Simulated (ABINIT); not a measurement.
# PtSe2 (P-3m1): making up for missing bands, part 2 of 2

Wanted: gap and time of PtSe2 (P-3m1) with truncated and completed band sums.

ABINIT 10.8.3; PBE and many-body steps on it, plane waves. Known limits of the many-body steps: short of the basis limit; exchange with frozen shells missing; no spin polarisation; d states lean on the start; no spin-orbit coupling; coarse k mesh.

So far. Step 3 (Screening, 3×3×2 mesh, 232 bands, screening to 190.5 eV): Local fields lower ε∞ by 20 %. On a Γ-centred mesh this coarse the value itself is usually too large, while a short band sum pulls it down. Step 4 (232 bands): The gap on the mesh goes from 0.74 eV to 2.04 eV, a correction of +1.30 eV.

**6. 43 bands**

This step: G0W0 on PBE, plane waves, norm-conserving pseudopotentials.

The input, run.abi:

```
acell 3*1.0 Angstrom
rprim 
  3.717306547987 0.000000000003 0.000000000000
  -1.858653273996 3.219281904210 0.000000000000
  0.000000000000 0.000000000000 5.820074020000
ntypat 2
znucl 78 34
natom 3
typat 1 2 2
xred 
  0.000000000000 0.000000000000 0.000000000000
  0.666666666667 0.333333333333 0.774611840000
  0.333333333333 0.666666666667 0.225388160000
pp_dirpath "pseudos"
pseudos "Pt.upf, Se.upf"
ecut 39
ngkpt 3 3 2
nshiftk 1
shiftk 0 0 0
kptopt 1
chksymbreak 0
istwfk *1
occopt 1
irdwfk 1
optdriver 4
nband 43
gwcalctyp 0
ecutsigx 39
symsigma 1
nkptgw 3
kptgw 
  0.0000000000 0.0000000000 0.0000000000
  0.3333333333 0.3333333333 0.0000000000
  0.3333333333 0.0000000000 0.5000000000
bdgw 
  23 27
  24 27
  24 27
ecuteps 7
irdscr 1
ppmodel 1
indata_prefix "in"
outdata_prefix "out"
tmpdata_prefix "tmp"
```

Started as:

```bash
> OMP_NUM_THREADS=1 mpirun -n 8 abinit run.abi > log
```

The log of the run:

```text
.Version 10.8.3 of ABINIT. v10.8.2 released Aug 2026.

 Symmetries : space group P-3 m 1 (#164); Bravais hP (primitive hexag.)
[... echo of the input left out ...]
== DATASET  1 ==================================================================
-   mpi_nproc: 8, omp_nthreads: 1 (-1 if OMP is not activated)

--- !DatasetInfo
iteration_state: {dtset: 1, }
dimensions: {natom: 3, nkpt: 6, mband: 43, nsppol: 1, nspinor: 1, nspden: 1, mpw: 5484, }
cutoff_energies: {ecut:  39.0, pawecutdg:  -1.0, }
electrons: {nelect:   5.00000000E+01, charge:   0.00000000E+00, occopt:   1.00000000E+00, tsmear:   1.00000000E-02, }

 SIGMA: Calculation of the GW corrections

 Based on a program developped by R.W. Godby, V. Olevano, G. Onida, and L. Reining.
 Incorporated in ABINIT by V. Olevano, G.-M. Rignanese, and M. Torrent.
.Using double precision arithmetic ; gwpc =  8

[... cell and pseudopotentials left out ...]
--------------------------------------------------------------------------------

 ==== K-mesh for the wavefunctions ====
 Number of points in the irreducible wedge :     6
[... list of points left out ...]
 Together with 12 symmetry operations and time-reversal symmetry
 yields    18 points in the full Brillouin Zone.

 ==== Q-mesh for screening function ====
 Number of points in the irreducible wedge :     6
[... list of points left out ...]
 Together with 12 symmetry operations and time-reversal symmetry
 yields    18 points in the full Brillouin Zone.

 vcoul_init : cutoff-mode = AUXILIARY_FUNCTION
 q-points for optical limit:   1
     1)      0.000010    0.000020    0.000030
 setmesh: FFT mesh size selected  =    36x   36x   64
          total number of points  =        82944

 Number of electrons calculated from density =   50.0000; Expected =   50.0000
[...]
number of plane-waves for wavefunctions          5467
 number of bands                                    43
 number of q-points in IBZ                           6
 number of frequencies                               2
 number of real frequencies                          1
 number of imag frequencies                          1

 matrix elements of self-energy operator (all in [eV])

 Perturbative Calculation

--- !SelfEnergy_ee
iteration_state: {dtset: 1, }
kpoint     : [   0.000,    0.000,    0.000, ]
spin       : 1
KS_gap     :    2.260
QP_gap     :    3.471
Delta_QP_KS:    1.211
data: !SigmaeeData |
     Band     E0 <VxcDFT>   SigX SigC(E0)      Z dSigC/dE  Sig(E)    E-E0       E
       23   5.425 -14.511 -17.413   2.547   0.800  -0.249 -14.795  -0.284   5.142
       24   5.425 -14.511 -17.413   2.547   0.800  -0.249 -14.795  -0.284   5.142
       25   5.965 -14.151 -16.488   2.013   0.795  -0.258 -14.409  -0.258   5.707
[...]
--- !SelfEnergy_ee
iteration_state: {dtset: 1, }
kpoint     : [   0.333,    0.333,    0.000, ]
spin       : 1
KS_gap     :    2.122
QP_gap     :    2.759
Delta_QP_KS:    0.638
data: !SigmaeeData |
     Band     E0 <VxcDFT>   SigX SigC(E0)      Z dSigC/dE  Sig(E)    E-E0       E
[...]
--- !SelfEnergy_ee
iteration_state: {dtset: 1, }
kpoint     : [   0.333,    0.000,    0.500, ]
spin       : 1
KS_gap     :    2.097
QP_gap     :    3.066
Delta_QP_KS:    0.969
data: !SigmaeeData |
     Band     E0 <VxcDFT>   SigX SigC(E0)      Z dSigC/dE  Sig(E)    E-E0       E
[...]
26   7.110 -16.854 -14.041  -1.616   0.793  -0.260 -15.905   0.949   8.060
       27   7.794 -16.632 -13.792  -1.660   0.794  -0.260 -15.696   0.936   8.730

== END DATASET(S) ==============================================================
================================================================================

 -outvars: echo values of variables after computation  --------
           etotal      0.0000000000E+00
            nband          43
             nkpt           6
          spgroup         164
 [... the other variables as echoed above ...]

 Calculation completed.
```

Run time: 14 s. Hardware: 8 MPI ranks of Intel Xeon Platinum 8259CL at 2.50GHz (Skylake/Cascade Lake), shared host; peak memory 1.6 GiB; 1.8 min of CPU time.

Numbers from this step:

| Item | Value |
| --- | --- |
| G0W0 gap on the mesh | 2.007 eV |
| starting gap on the mesh | 0.7371 eV |
| k of the valence top | 0, 0, 0 |
| k of the conduction bottom | 0.3333, 0.3333, 0 |
| Z at the valence top | 0.795 |
| Z at the conduction bottom | 0.794 |
| least direct G0W0 gap on the computed points | 2.759 eV |

Against G0W0 in ABINIT (3×3×2 mesh, 232 bands, screening to 190.5 eV, Godby-Needs plasmon pole), the gap moves by −0.028 eV.

**7. Screening, 3×3×2 mesh, 43 bands, screening to 190.5 eV**

This step: RPA screening on PBE, plane waves, norm-conserving pseudopotentials.

Edit run.abi of step 6 so:

```diff
@@ -24,19 +24,10 @@
 irdwfk 1
-optdriver 4
+optdriver 3
 nband 43
-gwcalctyp 0
-ecutsigx 39
-symsigma 1
-nkptgw 3
-kptgw 
-  0.0000000000 0.0000000000 0.0000000000
-  0.3333333333 0.3333333333 0.0000000000
-  0.3333333333 0.0000000000 0.5000000000
-bdgw 
-  23 27
-  24 27
-  24 27
 ecuteps 7
-irdscr 1
-ppmodel 1
+inclvkb 2
+awtr 1
+symchi 1
+gwcomp 1
+gwencomp 1.5
 indata_prefix "in"
```

The log of the run:

```text
.Version 10.8.3 of ABINIT. v10.8.2 released Aug 2026.

 Symmetries : space group P-3 m 1 (#164); Bravais hP (primitive hexag.)
[... echo of the input left out ...]
== DATASET  1 ==================================================================
-   mpi_nproc: 8, omp_nthreads: 1 (-1 if OMP is not activated)

--- !DatasetInfo
iteration_state: {dtset: 1, }
dimensions: {natom: 3, nkpt: 6, mband: 43, nsppol: 1, nspinor: 1, nspden: 1, mpw: 5484, }
cutoff_energies: {ecut:  39.0, pawecutdg:  -1.0, }
[...]
--------------------------------------------------------------------------------
[... chi0 elements left out ...]
 For q-point:  0.000010 0.000020 0.000030
  dielectric constant =  10.9062
  dielectric constant without local fields =  13.4644

  Average fulfillment of the sum rule on Im[epsilon] for q-point    1 :    128.21  [%]
[... wings left out ...]
  q-point number  2        q = ( 0.333333, 0.000000, 0.000000) [r.l.u.]
--------------------------------------------------------------------------------
[... chi0 elements left out ...]
  Average fulfillment of the sum rule on Im[epsilon] for q-point    2 :    135.66  [%]

 [... 4 further q-points ...]
```

Elapsed: 26 s, on 8 MPI ranks; peak memory 1.5 GiB.

Read from the output:

* ε∞ with local fields, on this mesh: 10.91
* ε∞ without local fields, on this mesh: 13.46
* plasma frequency: 31.46 eV
* plane waves in the screening matrix: 403

**8. 43 bands, completed**

This step: G0W0 on PBE, plane waves, norm-conserving pseudopotentials.

Edit run.abi of step 7 so:

```diff
@@ -24,8 +24,19 @@
 irdwfk 1
-optdriver 3
+optdriver 4
 nband 43
+gwcalctyp 0
+ecutsigx 39
+symsigma 1
+nkptgw 3
+kptgw 
+  0.0000000000 0.0000000000 0.0000000000
+  0.3333333333 0.3333333333 0.0000000000
+  0.3333333333 0.0000000000 0.5000000000
+bdgw 
+  23 27
+  24 27
+  24 27
 ecuteps 7
-inclvkb 2
-awtr 1
-symchi 1
+irdscr 1
+ppmodel 1
 gwcomp 1
```

The log of the run:

```text
.Version 10.8.3 of ABINIT. v10.8.2 released Aug 2026.

 Symmetries : space group P-3 m 1 (#164); Bravais hP (primitive hexag.)
[... echo of the input left out ...]
== DATASET  1 ==================================================================
-   mpi_nproc: 8, omp_nthreads: 1 (-1 if OMP is not activated)

--- !DatasetInfo
iteration_state: {dtset: 1, }
dimensions: {natom: 3, nkpt: 6, mband: 43, nsppol: 1, nspinor: 1, nspden: 1, mpw: 5484, }
cutoff_energies: {ecut:  39.0, pawecutdg:  -1.0, }
[...]
Band     E0 <VxcDFT>   SigX SigC(E0)      Z dSigC/dE  Sig(E)    E-E0       E
[...]
26   7.110 -16.854 -14.041  -3.199   0.806  -0.241 -17.165  -0.311   6.799
       27   7.794 -16.632 -13.792  -3.229   0.805  -0.242 -16.945  -0.314   7.480

== END DATASET(S) ==============================================================
================================================================================

 -outvars: echo values of variables after computation  --------
           etotal      0.0000000000E+00
            nband          43
             nkpt           6
          spgroup         164
 [... the other variables as echoed above ...]

 Calculation completed.
```

Run time: 14 s. Hardware: 8 MPI ranks; peak memory 1.4 GiB; 1.8 min of CPU time.

Numbers from this step:

```yaml
g0w0_gap_on_the_mesh: 1.848 eV
starting_gap_on_the_mesh: 0.7371 eV
k_of_the_valence_top: 0, 0, 0
k_of_the_conduction_bottom: 0.3333, 0.3333, 0
least_direct_g0w0_gap_on_the_computed_points: 2.783 eV
```

Against G0W0 in ABINIT (3×3×2 mesh, 232 bands, screening to 190.5 eV, Godby-Needs plasmon pole), the gap moves by −0.187 eV.

**9. Screening, 3×3×2 mesh, 98 bands, screening to 190.5 eV**

This step: RPA screening on PBE, plane waves, norm-conserving pseudopotentials.

Edit run.abi of step 8 so:

```diff
@@ -24,21 +24,8 @@
 irdwfk 1
-optdriver 4
-nband 43
-gwcalctyp 0
-ecutsigx 39
-symsigma 1
-nkptgw 3
-kptgw 
-  0.0000000000 0.0000000000 0.0000000000
-  0.3333333333 0.3333333333 0.0000000000
-  0.3333333333 0.0000000000 0.5000000000
-bdgw 
-  23 27
-  24 27
-  24 27
+optdriver 3
+nband 98
 ecuteps 7
-irdscr 1
-ppmodel 1
-gwcomp 1
-gwencomp 1.5
+inclvkb 2
+awtr 1
+symchi 1
 indata_prefix "in"
```

The log of the run:

```text
.Version 10.8.3 of ABINIT. v10.8.2 released Aug 2026.

 Symmetries : space group P-3 m 1 (#164); Bravais hP (primitive hexag.)
[... echo of the input left out ...]
== DATASET  1 ==================================================================
-   mpi_nproc: 8, omp_nthreads: 1 (-1 if OMP is not activated)

--- !DatasetInfo
iteration_state: {dtset: 1, }
dimensions: {natom: 3, nkpt: 6, mband: 98, nsppol: 1, nspinor: 1, nspden: 1, mpw: 5484, }
cutoff_energies: {ecut:  39.0, pawecutdg:  -1.0, }
[...]
--------------------------------------------------------------------------------
[... chi0 elements left out ...]
 For q-point:  0.000010 0.000020 0.000030
  dielectric constant =  10.8939
  dielectric constant without local fields =  13.6015

  Average fulfillment of the sum rule on Im[epsilon] for q-point    1 :     50.60  [%]
[... wings left out ...]
  q-point number  2        q = ( 0.333333, 0.000000, 0.000000) [r.l.u.]
--------------------------------------------------------------------------------
[... chi0 elements left out ...]
  Average fulfillment of the sum rule on Im[epsilon] for q-point    2 :     56.37  [%]

 [... 4 further q-points ...]
```

Elapsed: 35 s, on 8 MPI ranks; peak memory 1.6 GiB.

Numbers from this step:

```
ε∞ with local fields, on this mesh    : 10.89
ε∞ without local fields, on this mesh : 13.60
plasma frequency                      : 31.46 eV
plane waves in the screening matrix   : 403
```

**10. 98 bands**

This step: G0W0 on PBE, plane waves, norm-conserving pseudopotentials.

Edit run.abi of step 9 so:

```diff
@@ -24,8 +24,19 @@
 irdwfk 1
-optdriver 3
+optdriver 4
 nband 98
+gwcalctyp 0
+ecutsigx 39
+symsigma 1
+nkptgw 3
+kptgw 
+  0.0000000000 0.0000000000 0.0000000000
+  0.3333333333 0.3333333333 0.0000000000
+  0.3333333333 0.0000000000 0.5000000000
+bdgw 
+  23 27
+  24 27
+  24 27
 ecuteps 7
-inclvkb 2
-awtr 1
-symchi 1
+irdscr 1
+ppmodel 1
 indata_prefix "in"
```

The log of the run:

```text
.Version 10.8.3 of ABINIT. v10.8.2 released Aug 2026.

 Symmetries : space group P-3 m 1 (#164); Bravais hP (primitive hexag.)
[... echo of the input left out ...]
== DATASET  1 ==================================================================
-   mpi_nproc: 8, omp_nthreads: 1 (-1 if OMP is not activated)

--- !DatasetInfo
iteration_state: {dtset: 1, }
dimensions: {natom: 3, nkpt: 6, mband: 98, nsppol: 1, nspinor: 1, nspden: 1, mpw: 5484, }
cutoff_energies: {ecut:  39.0, pawecutdg:  -1.0, }
[...]
Band     E0 <VxcDFT>   SigX SigC(E0)      Z dSigC/dE  Sig(E)    E-E0       E
[...]
26   7.110 -16.854 -14.041  -2.268   0.798  -0.253 -16.419   0.435   7.546
       27   7.794 -16.632 -13.792  -2.374   0.797  -0.255 -16.261   0.371   8.165

== END DATASET(S) ==============================================================
================================================================================

 -outvars: echo values of variables after computation  --------
           etotal      0.0000000000E+00
            nband          98
             nkpt           6
          spgroup         164
 [... the other variables as echoed above ...]

 Calculation completed.
```

The job ended after 20 s (8 MPI ranks; peak memory 1.5 GiB; 2.7 min of CPU time).

This step gave:

| Item | Value |
| --- | --- |
| G0W0 gap on the mesh | 2.073 eV |
| starting gap on the mesh | 0.7371 eV |
| k of the valence top | 0, 0, 0 |
| k of the conduction bottom | 0.3333, 0.3333, 0 |
| least direct G0W0 gap on the computed points | 2.743 eV |

Against G0W0 in ABINIT (3×3×2 mesh, 232 bands, screening to 190.5 eV, Godby-Needs plasmon pole), the gap moves by +0.038 eV.

**11. Screening, 3×3×2 mesh, 98 bands, screening to 190.5 eV**

This step: RPA screening on PBE, plane waves, norm-conserving pseudopotentials.

Edit run.abi of step 10 so:

```diff
@@ -24,19 +24,10 @@
 irdwfk 1
-optdriver 4
+optdriver 3
 nband 98
-gwcalctyp 0
-ecutsigx 39
-symsigma 1
-nkptgw 3
-kptgw 
-  0.0000000000 0.0000000000 0.0000000000
-  0.3333333333 0.3333333333 0.0000000000
-  0.3333333333 0.0000000000 0.5000000000
-bdgw 
-  23 27
-  24 27
-  24 27
 ecuteps 7
-irdscr 1
-ppmodel 1
+inclvkb 2
+awtr 1
+symchi 1
+gwcomp 1
+gwencomp 3
 indata_prefix "in"
```

The log of the run:

```text
.Version 10.8.3 of ABINIT. v10.8.2 released Aug 2026.

 Symmetries : space group P-3 m 1 (#164); Bravais hP (primitive hexag.)
[... echo of the input left out ...]
== DATASET  1 ==================================================================
-   mpi_nproc: 8, omp_nthreads: 1 (-1 if OMP is not activated)

--- !DatasetInfo
iteration_state: {dtset: 1, }
dimensions: {natom: 3, nkpt: 6, mband: 98, nsppol: 1, nspinor: 1, nspden: 1, mpw: 5484, }
cutoff_energies: {ecut:  39.0, pawecutdg:  -1.0, }
[...]
--------------------------------------------------------------------------------
[... chi0 elements left out ...]
 For q-point:  0.000010 0.000020 0.000030
  dielectric constant =  10.9447
  dielectric constant without local fields =  13.6015

  Average fulfillment of the sum rule on Im[epsilon] for q-point    1 :    164.55  [%]
[... wings left out ...]
  q-point number  2        q = ( 0.333333, 0.000000, 0.000000) [r.l.u.]
--------------------------------------------------------------------------------
[... chi0 elements left out ...]
  Average fulfillment of the sum rule on Im[epsilon] for q-point    2 :    169.73  [%]

 [... 4 further q-points ...]
```

It took 46 s on 8 MPI ranks; peak memory 1.6 GiB; 6.1 min of CPU time.

Numbers from this step:

```yaml
eps_infinity_with_local_fields_on_this_mesh: 10.94
eps_infinity_without_local_fields_on_this_mesh: 13.60
plasma_frequency: 31.46 eV
plane_waves_in_the_screening_matrix: 403
```

**12. 98 bands, completed**

This step: G0W0 on PBE, plane waves, norm-conserving pseudopotentials.

Edit run.abi of step 11 so:

```diff
@@ -24,8 +24,19 @@
 irdwfk 1
-optdriver 3
+optdriver 4
 nband 98
+gwcalctyp 0
+ecutsigx 39
+symsigma 1
+nkptgw 3
+kptgw 
+  0.0000000000 0.0000000000 0.0000000000
+  0.3333333333 0.3333333333 0.0000000000
+  0.3333333333 0.0000000000 0.5000000000
+bdgw 
+  23 27
+  24 27
+  24 27
 ecuteps 7
-inclvkb 2
-awtr 1
-symchi 1
+irdscr 1
+ppmodel 1
 gwcomp 1
```

The log of the run:

```text
.Version 10.8.3 of ABINIT. v10.8.2 released Aug 2026.

 Symmetries : space group P-3 m 1 (#164); Bravais hP (primitive hexag.)
[... echo of the input left out ...]
== DATASET  1 ==================================================================
-   mpi_nproc: 8, omp_nthreads: 1 (-1 if OMP is not activated)

--- !DatasetInfo
iteration_state: {dtset: 1, }
dimensions: {natom: 3, nkpt: 6, mband: 98, nsppol: 1, nspinor: 1, nspden: 1, mpw: 5484, }
cutoff_energies: {ecut:  39.0, pawecutdg:  -1.0, }
[...]
Band     E0 <VxcDFT>   SigX SigC(E0)      Z dSigC/dE  Sig(E)    E-E0       E
[...]
26   7.110 -16.854 -14.041  -2.876   0.800  -0.251 -16.904  -0.050   7.060
       27   7.794 -16.632 -13.792  -2.957   0.798  -0.253 -16.725  -0.094   7.700

== END DATASET(S) ==============================================================
================================================================================

 -outvars: echo values of variables after computation  --------
           etotal      0.0000000000E+00
            nband          98
             nkpt           6
          spgroup         164
 [... the other variables as echoed above ...]

 Calculation completed.
```

Run time: 20 s. Hardware: 8 MPI ranks; peak memory 1.5 GiB.

Numbers from this step:

```
G0W0 gap on the mesh                         : 1.963 eV
starting gap on the mesh                     : 0.7371 eV
k of the valence top                         : 0, 0, 0
k of the conduction bottom                   : 0.3333, 0.3333, 0
least direct G0W0 gap on the computed points : 2.755 eV
```

Against G0W0 in ABINIT (3×3×2 mesh, 232 bands, screening to 190.5 eV, Godby-Needs plasmon pole), the gap moves by −0.072 eV.

**13. Side by side**

Times are wall times on 8 MPI ranks of Intel Xeon Platinum 8259CL at 2.50GHz (Skylake/Cascade Lake), shared host, good to a factor of about two. A run's time includes the screening step that it read.

```tsv
run	mesh	bands	screening cutoff (eV)	DFT gap (eV)	gap on the mesh (eV)	direct (eV)	ε∞ used	time
232 bands	3×3×2	232	190.5	0.737	2.035	2.753	10.93	2.2 min
43 bands	3×3×2	43	190.5	0.737	2.007	2.759	10.72	25 s
43 bands, completed	3×3×2	43	190.5	0.737	1.848	2.783	10.91	39 s
98 bands	3×3×2	98	190.5	0.737	2.073	2.743	10.89	56 s
98 bands, completed	3×3×2	98	190.5	0.737	1.963	2.755	10.94	65 s
```

**14. Outcome**

* 232 bands: 2.035 eV
* 43 bands: 2.007 eV
* 43 bands, completed: 1.848 eV
* 98 bands: 2.073 eV
* 98 bands, completed: 1.963 eV

43 bands: −0.028 eV against 232 bands. 43 bands, completed: −0.187 eV against 232 bands. 98 bands: +0.038 eV against 232 bands. 98 bands, completed: −0.072 eV against 232 bands. The row with most bands is itself short of the limit, so it is no exact reference, and agreement of a truncated run with it can be a cancellation between the edges. The 3×3×2 mesh is coarse for this cell, which bears on the long-range parts of exchange and screening. The norm-conserving file of at least one element keeps a d shell over frozen s and p shells of the same row. Exchange with those shells is missing from the self-energy, an error of 0.3 to 0.9 eV in cases checked, whose sign depends on which edge lies on those atoms. The runs have no spin polarisation. For a closed low-spin shell that is the natural state; where a d or f shell is open it is a constraint, and the gap is then not the crystal's own. With d states at the gap, one-shot GW leans hard on its start. The many-body steps are scalar-relativistic: spin-orbit coupling is not in them.

[Long decimals in the printed logs are rounded to 6 places.]

[Logs are printed without paths, hosts, clocks, repeated set-up lines and the standing remarks that a program may print on its own settings, such as how far it seeks lower states.]

[Paths, hosts, dates, memory and timing lines, banners, echoed tables and standing remarks are left out of the program output; an Ansatz launch command may be rebuilt from the run's recorded settings. Measured values are a selection of at most five: reports struck by readers or far from the other reports are left out. None is set beside runs whose start may be inverted or whose files or cutoffs have a known fault.]

[Runs of the session that timed out or met a known fault of the program may be left out.]

[Hosts, paths, dates, database ids (printed as entryN), source tags and the programs' standing remarks are cut or masked in the printed files.]

[G0W0 gaps are taken among the corrected bands and points alone; a level outside them can change the order at an edge.]

[Where Ansatz stands beside ABINIT at settings called matched, ABINIT's density can come from a denser mesh and the files from another edition; pairs whose starting gaps differed by over 0.03 eV were left out, so agreement reads better than it is.]
